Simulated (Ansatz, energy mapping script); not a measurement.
**KNiBr3 in a distorted perovskite structure: exchange couplings from total energies (octahedra turned by 21°)**

Wanted: the magnetic order of KNiBr3 in a distorted perovskite structure, its couplings and an estimate of its ordering temperature, by PBEsol+U (5.7 eV).

Program: Ansatz 0.2.0. Level of theory: PBEsol with U = 5.7 eV on Ni d, ortho-atomic projectors; plane waves, U on orthogonalised atomic orbitals unless named otherwise, collinear spin, no spin–orbit coupling. Results are calculated unless marked as measured.

In doubt: warnings of the run leave room for a lower electronic state (step 2), so energies may not be the lowest and differences between runs may mislead.

## 1. The starting structure

The structure is tetragonal, space group P4/mbm (No. 127). The conventional cell has a = 6.748 Å, b = 6.748 Å, c = 5.111 Å, α = 90.00°, β = 90.00°, γ = 90.00°. K has 8 Br at 2.95 to 3.37 Å nearest. Ni has 6 Br at 2.56 Å nearest. Br has 2 Ni at 2.56 Å and 4 K at 3.37 Å nearest. Br has 2 Ni at 2.56 Å and 2 K at 2.95 Å nearest. perovskite prototype, lattice guessed from radii. Farther neighbours and most contacts between anions are not listed.

This cell was built for the study (perovskite prototype, lattice guessed from radii), not taken from an experiment; the compound need not form in this structure.

The parent cell was relaxed beforehand in Ansatz under PBEsol with U = 5.4 eV on Ni d, ortho-atomic projectors, from parallel moments.

This cell differs from the relaxed one by: octahedra turned by 21°. The bonds from the magnetic cation to the anions keep their length, so the cell shrinks in the plane.

The U corrects the self-interaction that lets semilocal functionals spread d and f electrons too far. Its value here is typed, not computed.

## 2. A run to fix the orbital filling

A corrected shell can settle in several orbital fillings. One parallel run, with an occupation width a fifth wider than the orders use, therefore is to supply the occupation matrices. All orders start from them.

File input.yaml:

```yaml
crystal:
  lattice:
    - [4.7712241474, 4.7712241474, 0.0]
    - [-4.7712241474, 4.7712241474, 0.0]
    - [0.0, 0.0, 5.110672859]
  atoms:
    - { symbol: K, position: [0.0, 0.5, 0.5] }
    - { symbol: K, position: [0.5, 0.0, 0.5] }
    - { symbol: Ni, position: [0.0, 0.0, 0.0], spin: 2.0 }
    - { symbol: Ni, position: [0.5, 0.5, 0.0], spin: 2.0 }
    - { symbol: Br, position: [0.0, 0.0, 0.5] }
    - { symbol: Br, position: [0.5, 0.5, 0.5] }
    - { symbol: Br, position: [0.345966009, 0.154033991, 0.0] }
    - { symbol: Br, position: [0.654033991, 0.845966009, 0.0] }
    - { symbol: Br, position: [0.154033991, 0.654033991, 0.0] }
    - { symbol: Br, position: [0.845966009, 0.345966009, 0.0] }
magnetization:
  spin_polarized: true
kpoints:
  mp_grid: { grid: [4, 4, 5] }
hamiltonian:
  xc: pbesol
  hubbard:
    sites: [{ species: Ni, l: d, u_eff: 5.7 }]
    projectors: ortho-atomic
scf:
  occupations: { method: fermi_dirac, width: 0.06 }
output:
  eigenvalues: true
```

Run with:

```console
$ ansatz run input.yaml --threads 4 --pin off --max-ram 8192MiB --backend cpu --events-out ev --progress --plain --runs-dir out
```

Numbers of over 12 decimals in the logs are rounded to 6 here.

The log of the run:

```text
Engine: ansatz 0.2.0, aarch64-unknown-linux-gnu
Pseudopotentials: kind: paw
Pseudopotential: K, paw, valence charge 9, recommended cutoff 420 eV (normal), K.paw.azcp
Pseudopotential: Ni, paw, valence charge 18, recommended cutoff 420 eV (normal), Ni.paw.azcp
Pseudopotential: Br, paw, valence charge 7, recommended cutoff 420 eV (normal), Br.paw.azcp
Functional definition: PBEsol
  exchange = pbesol_x
  correlation = pbesol_c
Crystal: 10 atoms, lattice volume = 232.685 Å³
Basis set: ecut = 420 eV, 4537 PW (Γ)
Bands: 60, of which v1, the nominal top of the filled ones, is band 48 counted from 1 (47 counted from 0)
Symmetry: 16 space group operations
Space group: P4/mbm (ITA 127), of the structure as read, at distance tolerance 6.2e-5 Å
Magnetic group: BNS 127.387 (UNI 1047), of the structure as read, at distance tolerance 6.2e-5 Å
k-points: 18 of 80
Non-local potential: K, projectors of the file, l = 0: 3, l = 1: 2, l = 2: 2
Non-local potential: Ni, projectors of the file, l = 0: 3, l = 1: 2, l = 2: 3, l = 3: 1
Non-local potential: Br, projectors of the file, l = 0: 2, l = 1: 2, l = 2: 2
PAW form: soft (Blöchl's): semilocal exchange-correlation on the pseudo side does not see the compensation charge
PAW frozen core: K, regenerated for the run's functional, and the local potential with it (the file was generated under x = pbe(κ = 0.804, μ = 0.219515), c = pbe(β = 0.066725))
PAW frozen core: Ni, regenerated for the run's functional, and the local potential with it (the file was generated under x = pbe(κ = 0.804, μ = 0.219515), c = pbe(β = 0.066725))
PAW frozen core: Br, regenerated for the run's functional, and the local potential with it (the file was generated under x = pbe(κ = 0.804, μ = 0.219515), c = pbe(β = 0.066725))
PAW one-centre angular grid: K, 110 points (default); XC on 64 Gauss nodes
PAW one-centre angular grid: Ni, 590 points (default); XC on 64 Gauss nodes
PAW one-centre angular grid: Br, 110 points (default); XC on 64 Gauss nodes
Initial density: superposition of atomic densities (chi_scale 0.1, normalization cell, long waves kept (reshape's long-wave potential 0.00 eV rms))
Starting moments: Σ|m| = 4 μB on 2 of 10 sites
Initial wavefunctions: pseudopotential atomic-orbital guess
Functional: x = pbesol(κ = 0.804, μ = 0.123457), c = pbesol(β = 0.046)
SCF iter   1: F=—  HF=-31079.776305 eV  |F-HF|=—  |Δ(HF+E_count)|=         —  Δρ=1.89e-1 (↑3.95e-2 ↓1.89e-1)  dr2=1.02e2  dr2_m=1.37e1  M=0.347 μB ∫|m|=0.424 μB  β_m=0.30  ethr=3.10e-3  ⟨swp⟩=10.9  Hψ=10323  notcnv=0  defer=14
preconditioner: auto → Kerker (q_TF=auto, 2.354 Å⁻¹)  [metal: Δε(μ)=0.025 eV  Ē_g=12.254 eV  σ=0.060 eV  W_gap=0.11  n_scr=46 (ndim 8)  ℏωp=21.2 eV  f_vac=0.000  D(μ)=4.05/eV (n_scr^D=18)]
[...]
SCF 2 converged in 4 iterations: F = -31065.008206 eV  dr2 = 7.84e-8
an SCF along what the orbitals of the run's state read of its open shells (or to have them read: on a GPU, or by another smearing), with 12 of the crystal's symmetry operations given up (33 k-points in place of 18), reached no lower state that the run goes on to. This is no proof of a minimum
WARN: an SCF from antiferromagnetic starting moments (0.00, 0.00, -2.00, 2.00, 0.00, 0.00, 0.00, 0.00, 0.00, 0.00 Bohr magnetons, atom by atom) was not made, by what the run has read of turns of its moments that order reads lower: the deck asks for what bars it, or types moments that do (magnetization.spin_polarized, in the input reference, names some of the keys), or the run goes by scf.lower_state_search: light, the default, which as a rule tries one only behind a close that has lost an order of both signs, or on which an open d or half-filled 4f shell of a PAW file has lost a moment that was set nearer to Hund's than to what is left; [rest of the remark cut]
SCF converged after 21 iterations
an eigenvalue changed by more than its tolerance at an iteration that met the thresholds in force, so the SCF went on 1 time: the last check found none over its tolerance
Magnetization: 3.9991 μB (49.9995 up, 46.0005 down)
Absolute magnetization: 4.0317 μB (∫|ρ↑−ρ↓|, with the PAW one-centre terms)
Spin contamination: 0.0067 ħ² per cell (⟨S²⟩ above its minimum at these occupations)
Per-site moments (μB) at R_I (Å): [(0.000178423, 1.216017), (0.000178423, 1.216017), (1.607017, 1.054076), (1.607017, 1.054076), (0.060465, 1.054076), (0.060465, 1.054076), (0.110276, 1.054076), (0.110276, 1.054076), (0.110276, 1.054076), (0.110276, 1.054076)]
Free energy (F): -31065.008206 eV
Harris-Foulkes:  -31065.008206 eV  (|F-HF|=9.60e-10)
Internal energy: -31065.007682 eV  (E = F + TS)
E sigma→0 (E₀):  -31065.007944 eV
Entropy (-TS):   -0.000523 eV (-0.052 meV/atom)
Fermi energy:    6.227521 eV
--- Per-component energies (eV) ---
  E_band       = -1224.387397
  E_kinetic    = 1873.207952
  E_local      = -13167.624373  (includes V_loc(G=0)·N_el)
  E_nonlocal   = 1739.555000
  E_hartree    = 5363.869366
  E_xc         = -2005.664703
  E_vxc        = -1169.762101  (∫ρ·V_xc dr)
  E_hubbard    = 2.137914  (on-site DFT+U / exact-exchange correction)
  E_vhub       = -43.738194  (the Hubbard potential's part of the band-sum identity)
  E_paw        = -17936.782751  (= ΣΔE_a)
  E_vpaw       = -1183.770234  (= ΣTr[D̂ρ^β])
  E_aug_tail   = 0.001151  (compensation charges beyond the density's cutoff)
  E_ewald      = -6934.871209
  E_core_change = 1.163970  (= ΣΔE_core)
  E_smearing   = -0.000523  (= −TS)
  E_closure    = -0.000000  (closes the sum)
  Σ components = -31065.008206   (vs F -31065.008206, Δ=0.00e0)
--- Band table (eV; the first three rows and the last of 36) ---
  k-point 0 ↑: bands = [... 44 lower, 4.5035, 4.5035, 4.6894, 5.4247, 5.7076, 5.7076, 8.3119, 10.4952, ... 8 higher]
  k-point 1 ↑: bands = [... 44 lower, 4.3846, 4.5739, 4.5739, 5.4373, 5.6557, 5.6557, 8.9372, 10.9850, ... 8 higher]
  k-point 2 ↑: bands = [... 44 lower, 5.2317, 5.2317, 5.3677, 5.4580, 5.5559, 5.5559, 10.4515, 10.6960, ... 8 higher]
  k-point 17 ↓: bands = [... 44 lower, 5.0021, 5.0021, 7.1957, 7.1957, 7.9781, 7.9781, 11.0378, 11.0378, ... 8 higher]
Occupation matrices written to <dir>
```

Wall time 74 s (4 threads of Arm Neoverse V1, shared host); peak memory 2.3 GiB.

The column dr2 measures how far the density is from self-consistency, as an energy; F and HF (Harris–Foulkes) agree once it is small.

Read from the output:

- final state: ferromagnetic
- electrons in the corrected shells: 8.424, 8.424 e
- largest moment: 1.607 μB

## 3. Order 1: parallel, cell A of 10 atoms

The parallel order is the zero of energy for this cell and mesh.

This run holds the same structure in another cell (a 6.748 → 5.111 Å, c 5.111 → 6.748 Å).

File input.yaml:

```yaml
crystal:
  lattice:
    - [0.0, 0.0, 5.110672859]
    - [4.7712241474, 4.7712241474, 0.0]
    - [-4.7712241474, 4.7712241474, 0.0]
  atoms:
    - { symbol: K, position: [0.5, 0.0, 0.5] }
    - { symbol: K, position: [0.5, 0.5, 0.0] }
    - { symbol: Ni, position: [0.0, 0.0, 0.0], spin: 2.0 }
    - { symbol: Ni, position: [0.0, 0.5, 0.5], spin: 2.0 }
    - { symbol: Br, position: [0.5, 0.0, 0.0] }
    - { symbol: Br, position: [0.5, 0.5, 0.5] }
    - { symbol: Br, position: [0.0, 0.345966009, 0.154033991] }
    - { symbol: Br, position: [0.0, 0.654033991, 0.845966009] }
    - { symbol: Br, position: [0.0, 0.154033991, 0.654033991] }
    - { symbol: Br, position: [0.0, 0.845966009, 0.345966009] }
magnetization:
  spin_polarized: true
kpoints:
  mp_grid: { grid: [5, 4, 4] }
hamiltonian:
  xc: pbesol
  hubbard:
    sites:
      - { species: Ni, l: d, u_eff: 5.7 }
      - { site: 2, l: d, u_eff: 5.7, starting_ns: [{ spin: up, occupation_matrix: ni3_major }, { spin: down, occupation_matrix: ni3_minor }] }
      - { site: 3, l: d, u_eff: 5.7, starting_ns: [{ spin: up, occupation_matrix: ni4_major }, { spin: down, occupation_matrix: ni4_minor }] }
    projectors: ortho-atomic
    occupation_matrices:
      ni3_major:
        matrix:
          - [0.996, 0.0, 0.0, 0.0, 0.0]
          - [0.0, 0.998, 0.0, 0.0, 0.0]
          - [0.0, 0.0, 0.998, 0.0, 0.0]
          - [0.0, 0.0, 0.0, 0.998, 0.0]
          - [0.0, 0.0, 0.0, 0.0, 0.996]
      ni3_minor:
        matrix:
          - [0.183, 0.0, 0.0, 0.0, 0.0]
          - [0.0, 0.996, 0.0, 0.0, 0.0]
          - [0.0, 0.0, 0.996, 0.0, 0.0]
          - [0.0, 0.0, 0.0, 0.471, 0.325]
          - [0.0, 0.0, 0.0, 0.325, 0.791]
      ni4_major:
        matrix:
          - [0.996, 0.0, 0.0, 0.0, 0.0]
          - [0.0, 0.998, 0.0, 0.0, 0.0]
          - [0.0, 0.0, 0.998, 0.0, 0.0]
          - [0.0, 0.0, 0.0, 0.998, 0.0]
          - [0.0, 0.0, 0.0, 0.0, 0.996]
      ni4_minor:
        matrix:
          - [0.183, 0.0, 0.0, 0.0, 0.0]
          - [0.0, 0.996, 0.0, 0.0, 0.0]
          - [0.0, 0.0, 0.996, 0.0, 0.0]
          - [0.0, 0.0, 0.0, 0.471, -0.325]
          - [0.0, 0.0, 0.0, -0.325, 0.791]
scf:
  occupations: { method: fermi_dirac, width: 0.05 }
output:
  eigenvalues: true
```

The log of the run:

```text
[...]
Crystal: 10 atoms, lattice volume = 232.685 Å³
Basis set: ecut = 420 eV, 4537 PW (Γ)
Bands: 60, of which v1, the nominal top of the filled ones, is band 48 counted from 1 (47 counted from 0)
[... 1 set-up line as in the run before ...]
[...]
k-points: 18 of 80
[...]
Starting moments: Σ|m| = 4 μB on 2 of 10 sites
[...]
SCF iter   1: F=—  HF=-31077.694133 eV  |F-HF|=—  |Δ(HF+E_count)|=         —  Δρ=1.82e-1 (↑3.89e-2 ↓1.82e-1)  dr2=9.57e1  dr2_m=1.25e1  M=0.610 μB ∫|m|=0.691 μB  β_m=0.30  ethr=3.10e-3  ⟨swp⟩=10.7  Hψ=10274  notcnv=0  defer=9
[...]
SCF iter  16: F=-31065.008153 eV  HF=-31065.008153 eV  |F-HF|=5.64e-10  |Δ(HF+E_count)|=   2.03e-7  Δρ=1.97e-6 (↑1.21e-6 ↓1.97e-6)  dr2=7.87e-9  dr2_m=2.09e-9  M=4.000 μB ∫|m|=4.040 μB  ethr=1.04e-10  ⟨swp⟩=12.5  Hψ=8164  notcnv=0
SCF 1 converged in 16 iterations: F = -31065.008153 eV  dr2 = 7.87e-9
[...]
SCF converged after 16 iterations
Magnetization: 3.9997 μB (49.9999 up, 46.0001 down)
Absolute magnetization: 4.0324 μB (∫|ρ↑−ρ↓|, with the PAW one-centre terms)
[...]
Per-site moments (μB) at R_I (Å): [(0.000178625, 1.216017), (0.000178625, 1.216017), (1.607186, 1.054076), (1.607186, 1.054076), (0.060490, 1.054076), (0.060490, 1.054076), (0.110322, 1.054076), (0.110322, 1.054076), (0.110322, 1.054076), (0.110322, 1.054076)]
Free energy (F): -31065.008153 eV
[...]
Internal energy: -31065.008019 eV  (E = F + TS)
E sigma→0 (E₀):  -31065.008086 eV
Entropy (-TS):   -0.000134 eV (-0.013 meV/atom)
Fermi energy:    6.223007 eV
[...]
--- Specified on-site occupations, and those of the state reported ---
  electrons in the specified blocks: 16.8460 specified, 16.8467 found
  site 3 (l=d) ↑: largest change of an orbital's occupation 0.0006; electrons 4.9860 specified, 4.9863 found; spectral distance 0.0005
[...]
site 2 (l=d) ↓: largest change of an orbital's occupation 0.0003; electrons 3.4370 specified, 3.4371 found; spectral distance 0.0005
[...]
--- Band table (eV; the first three rows and the last of 36) ---
  k-point 0 ↑: bands = [... 44 lower, 4.5035, 4.5035, 4.6894, 5.4245, 5.7077, 5.7077, 8.3116, 10.4952, ... 8 higher]
  k-point 1 ↑: bands = [... 44 lower, 4.4138, 4.4914, 4.6156, 4.9531, 5.4334, 5.5876, 8.8431, 10.8939, ... 8 higher]
  k-point 2 ↑: bands = [... 44 lower, 4.4086, 4.4086, 4.6608, 4.6608, 5.2758, 5.2758, 9.6841, 9.6841, ... 8 higher]
  k-point 17 ↓: bands = [... 44 lower, 5.0025, 5.0025, 7.1956, 7.1956, 7.9775, 7.9775, 11.0376, 11.0376, ... 8 higher]
Occupation matrices written to <dir>
```

Elapsed: 16 s, on 4 threads; peak memory 0.92 GiB; 60 s of CPU time.

Spin moment in the sphere by atom:

| atom | spin moment in the sphere (μB) |
| --- | --- |
| K1 | 0.00 |
| K2 | 0.00 |
| Ni3 | 1.61 |
| Ni4 | 1.61 |
| Br5 | 0.06 |
| Br6 | 0.06 |
| Br7 | 0.11 |
| Br8 | 0.11 |
| Br9 | 0.11 |
| Br10 | 0.11 |

The run ends ferromagnetic.

## 4. Order 2: compensated +−, cell A of 10 atoms

This order reverses 4 of the 4 neighbours at 4.77 Å, counted for an average magnetic atom.

Changes to input.yaml since step 3:

```diff
@@ -9,3 +9,3 @@
     - { symbol: Ni, position: [0.0, 0.0, 0.0], spin: 2.0 }
-    - { symbol: Ni, position: [0.0, 0.5, 0.5], spin: 2.0 }
+    - { symbol: Ni, position: [0.0, 0.5, 0.5], spin: -2.0 }
     - { symbol: Br, position: [0.5, 0.0, 0.0] }
@@ -26,3 +26,3 @@
       - { site: 2, l: d, u_eff: 5.7, starting_ns: [{ spin: up, occupation_matrix: ni3_major }, { spin: down, occupation_matrix: ni3_minor }] }
-      - { site: 3, l: d, u_eff: 5.7, starting_ns: [{ spin: up, occupation_matrix: ni4_major }, { spin: down, occupation_matrix: ni4_minor }] }
+      - { site: 3, l: d, u_eff: 5.7, starting_ns: [{ spin: up, occupation_matrix: ni4_minor }, { spin: down, occupation_matrix: ni4_major }] }
     projectors: ortho-atomic
```

The log of the run:

```text
[...]
Crystal: 10 atoms, lattice volume = 232.685 Å³
Basis set: ecut = 420 eV, 4537 PW (Γ)
Bands: 60, of which v1, the nominal top of the filled ones, is band 48 counted from 1 (47 counted from 0)
Symmetry: 8 space group operations
[...]
k-points: 18 of 80
[...]
Starting moments: Σ|m| = 4 μB on 2 of 10 sites
Starting magnetic order: altermagnet, g-wave, planar spin-momentum locking; spin-degenerate planes through Γ normal to [0 0 1], [0 1 -1], [0 1 0], [0 1 1] of the run's lattice
[...]
SCF iter   1: F=—  HF=-31077.666404 eV  |F-HF|=—  |Δ(HF+E_count)|=         —  Δρ=1.32e-1 (↑1.32e-1 ↓1.32e-1)  dr2=9.65e1  dr2_m=1.27e1  M=-0.000 μB ∫|m|=0.558 μB  β_m=0.30  ethr=3.10e-3  ⟨swp⟩=8.7  Hψ=9734  notcnv=0  defer=43
[...]
SCF iter  19: F=-31065.131765 eV  HF=-31065.131765 eV  |F-HF|=3.00e-9  |Δ(HF+E_count)|=   2.12e-7  Δρ=2.88e-6 (↑1.91e-6 ↓2.88e-6)  dr2=1.68e-8  dr2_m=7.85e-9  M=0.000 μB ∫|m|=3.652 μB  ethr=1.04e-10  ⟨swp⟩=14.2  Hψ=10745  notcnv=0
SCF 1 converged in 19 iterations: F = -31065.131765 eV  dr2 = 1.68e-8
[...]
SCF converged after 19 iterations
Magnetization: 0.0000 μB (48.0000 up, 48.0000 down)
Absolute magnetization: 3.6422 μB (∫|ρ↑−ρ↓|, with the PAW one-centre terms)
[...]
Per-site moments (μB) at R_I (Å): [(-9.338456363531732e-9, 1.216017), (-9.3384569369985e-9, 1.216017), (1.548067, 1.054076), (-1.548054, 1.054076), (0.047625, 1.054076), (-0.047627, 1.054076), (-2.0147577573087576e-6, 1.054076), (-2.0147577572663454e-6, 1.054076), (-2.0147577569204278e-6, 1.054076), (-2.014757756948944e-6, 1.054076)]
Free energy (F): -31065.131765 eV
[...]
Internal energy: -31065.131758 eV  (E = F + TS)
E sigma→0 (E₀):  -31065.131761 eV
Entropy (-TS):   -0.000007 eV (-0.001 meV/atom)
Fermi energy:    6.344866 eV
[...]
--- Specified on-site occupations, and those of the state reported ---
  electrons in the specified blocks: 16.8460 specified, 16.9211 found
[...]
--- Band table (eV; the first three rows and the last of 36) ---
  k-point 0 ↑: bands = [... 44 lower, 4.5372, 4.7274, 5.7504, 5.7504, 6.9809, 7.2405, 8.5144, 10.5004, ... 8 higher]
  k-point 1 ↑: bands = [... 44 lower, 4.6260, 4.6572, 5.2375, 5.6345, 6.9837, 7.1124, 9.0427, 10.9840, ... 8 higher]
  k-point 2 ↑: bands = [... 44 lower, 4.4606, 4.7140, 5.3191, 5.3337, 6.9213, 6.9866, 9.7518, 10.0520, ... 8 higher]
  k-point 17 ↓: bands = [... 44 lower, 4.8216, 4.8216, 5.2515, 5.8269, 7.2663, 7.9878, 10.8161, 11.0279, ... 8 higher]
Occupation matrices written to <dir>
```

Wall time 18 s (4 threads); peak memory 0.93 GiB; 72 s of CPU time.

Spin moment in the sphere by atom:

| atom | spin moment in the sphere (μB) |
| --- | --- |
| K1 | 0.00 |
| K2 | 0.00 |
| Ni3 | 1.55 |
| Ni4 | -1.55 |
| Br5 | 0.05 |
| Br6 | -0.05 |
| Br7 | 0.00 |
| Br8 | 0.00 |
| Br9 | 0.00 |
| Br10 | 0.00 |

The run ends antiferromagnetic, 61.84 meV a magnetic atom below the parallel order of its cell.

## 5. From energies to couplings

Each energy difference is a sum of couplings weighted by the pairs that the order reverses. A few near shells are fitted to the differences by least squares. Energies are those extrapolated to zero occupation width, not the free energies F.

The orders that converged (zero: parallel moments in the same cell):

| order | atoms | energy (meV a magnetic atom) | moments (μB) | moments kept as typed | opposed neighbours at 4.77 Å |
| --- | --- | --- | --- | --- | --- |
| parallel | 10 | 0.00 | 1.61 | yes | 0 |
| compensated +− | 10 | -61.84 | 1.55 | yes | 4 |

The Heisenberg fit (each pair counts twice, positive J is ferromagnetic):

| pair | distance (Å) | neighbours | J (meV) |
| --- | --- | --- | --- |
| Ni–Ni | 4.77 | 4 | -7.73 |

Limits of this fit: the pairs at 5.11 Å are left out of the fit, though near enough to matter; one energy difference fixes this value, which holds the part of every shell that the order reverses.

## 6. Beside the first set of runs

The first set of orders, under PBEsol+U (5.7 eV), octahedra turned by 0°, took 2.1 min of CPU time summed over its finished orders (seed run apart), these 2.2 min.

| quantity | this set | first set |
| --- | --- | --- |
| J at 4.77 Å (5.11 Å in the first set), meV | -7.73 | -18.1 |

The coupling that led in the first set goes from -18.1 to -7.73 meV.

## 7. Outcome

| Property | Result |
| --- | --- |
| lowest order tried | compensated +− |
| largest fitted value, Ni–Ni at 4.77 Å | -7.73 meV |

**Reading.** Of the orders tried, KNiBr3 in a distorted perovskite structure (octahedra turned by 21°) prefers the order “compensated +−” under PBEsol+U (5.7 eV), with 4 of 4 neighbours at 4.77 Å opposed. How the layers stack magnetically is not fixed by these couplings. Orders that were not tried, spirals among them, may lie lower. The one fitted coupling is the Ni–Ni pair at 4.77 Å, antiferromagnetic at -7.7 meV, across a ligand at about 138°. It also takes up the part of reversed shells that are not fitted, so neither its size nor its rank as a single path is established. The orders also reverse pairs at 6.99 Å, which are not fitted, so the fitted values hold their part too. No fitted order reverses the pairs at 6.75, 8.46 and 9.54 Å, so their coupling is unknown and is set to zero in the model. 1 energy difference fixes 1 coupling with none to spare, so the fit tests nothing. In the fitted orders moments change by up to 3.7 % against the parallel run of the same cell, so their size stays put. The pairs at 5.11 Å are nearer than the strongest fitted shell or at most 15 % farther, and these orders do not fix their coupling, so no ordering temperature is given. The cell was built from a prototype and relaxed before the change was imposed without further relaxation; a distortion that needs a larger cell, or another structure that the compound may prefer, is not captured.

[Logs and program files are shortened in this print: banners, set-up blocks, solver, clock and traceback lines can be left out without a mark of their own.]

[Logs are printed without paths, hosts, clocks, repeated set-up lines and the standing remarks that a program may print on its own settings, such as how far it seeks lower states.]

[Hosts, paths, dates, database ids (printed as entryN), source tags and the programs' standing remarks are cut or masked in the printed files.]

[Where a cell is said to come from a database of computed structures, the database is the Materials Project.]
